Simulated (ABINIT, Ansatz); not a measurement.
Computed results, one entry a study.

## H6PbCNCl3 (Pm): one start, several treatments of the self-energy

It takes space group Pm (No. 6, monoclinic). Conventional cell: a = 5.753 Å, b = 5.765 Å, c = 5.855 Å, α = 90.00°, β = 90.03°, γ = 90.00°. Nearest to H lie 1 C at 1.09 Å. H has 1 C at 1.09 Å nearest. Nearest to H lie 1 N at 1.04 Å. H has 1 N at 1.04 Å nearest. Pb has 6 Cl at 2.88 to 2.99 Å nearest. C has 3 H at 1.09 Å and 1 N at 1.49 Å nearest. Farther neighbours, and contacts between anions beyond the nearest, are not listed.

```xyz
12
Lattice="5.7528 0.0000 0.0000 0.0000 5.7647 0.0000 -0.0026 0.0000 5.8552" Properties=species:S:1:pos:R:3 pbc="T T T"
H     5.0574    2.8823    4.6281
H     4.6784    1.9835    0.2775
H     4.6784    3.7812    0.2775
H     1.3187    2.0425    5.7295
H     1.3187    3.7222    5.7295
H     0.9829    2.8823    1.2671
Pb    2.7255    0.0000    2.8332
C     5.1420    2.8823    5.7196
N     0.8337    2.8823    0.2385
Cl    2.4590    0.0000    5.7121
Cl    2.4677    2.8823    3.0449
Cl    5.5896    0.0000    2.5743
```

```yaml
method: RPA screening on PBEsol, plane waves, norm-conserving pseudopotentials (and 4 further levels or steps)
program: ABINIT 10.8.3
settings: cutoff 37 Ha, PseudoDojo scalar-relativistic 0.4 stringent, norm-conserving, ngkpt (2, 2, 2), nband 265, ecuteps 5.2 Ha, inclvkb 2, shiftk (0, 0, 0), symchi 1, awtr 1, frequency ppm, 2×2×2 k-mesh
cost: 7 runs, 35 min in all on 16 MPI ranks of Intel Xeon Platinum 8259CL at 2.50GHz (Skylake/Cascade Lake), shared host
notes: The program’s warnings: nproc spkpt=  >= nkpt= * nsppol=. The cell and positions are those that the Materials Project relaxed with its own functionals (PBE, PBE+U or r2SCAN), kept fixed. Limits: no spin-orbit coupling. Static COHSEX lies above G0W0: it lacks the factor Z and overstates the Coulomb hole of the filled states. The 2×2×2 mesh is coarse for this cell, which bears on the long-range parts of exchange and screening.
g0w0_godby_needs_plasmon_pole: 4.105 eV
g0w0_hybertsen_louie_plasmon_pole: 4.278 eV
g0w0_engel_farid_plasmon_pole: 4.206 eV
one_shot_cohsex: 5.217 eV
one_shot_hartree_fock: 9.217 eV
known_limits: short of the basis limit; no spin-orbit coupling; coarse k mesh
```

G0W0, Hybertsen-Louie plasmon pole: +0.173 eV against G0W0, Godby-Needs plasmon pole. G0W0, Engel-Farid plasmon pole: +0.101 eV against G0W0, Godby-Needs plasmon pole.

[Long decimals in the printed logs are rounded to 6 places.]

[Logs are printed without paths, hosts, clocks, repeated set-up lines and the standing remarks that a program may print on its own settings, such as how far it seeks lower states.]

[Paths, hosts, dates, memory and timing lines, banners, echoed tables and standing remarks are left out of the program output; an Ansatz launch command may be rebuilt from the run's recorded settings. Measured values are a selection of at most five: reports struck by readers or far from the other reports are left out. None is set beside runs whose start may be inverted or whose files or cutoffs have a known fault.]

[Runs of the session that timed out or met a known fault of the program may be left out.]

[Hosts, paths, dates, database ids (printed as entryN), source tags and the programs' standing remarks are cut or masked in the printed files.]

[G0W0 gaps are taken among the corrected bands and points alone; a level outside them can change the order at an edge.]

[Where Ansatz stands beside ABINIT at settings called matched, ABINIT's density can come from a denser mesh and the files from another edition; pairs whose starting gaps differed by over 0.03 eV were left out, so agreement reads better than it is.]
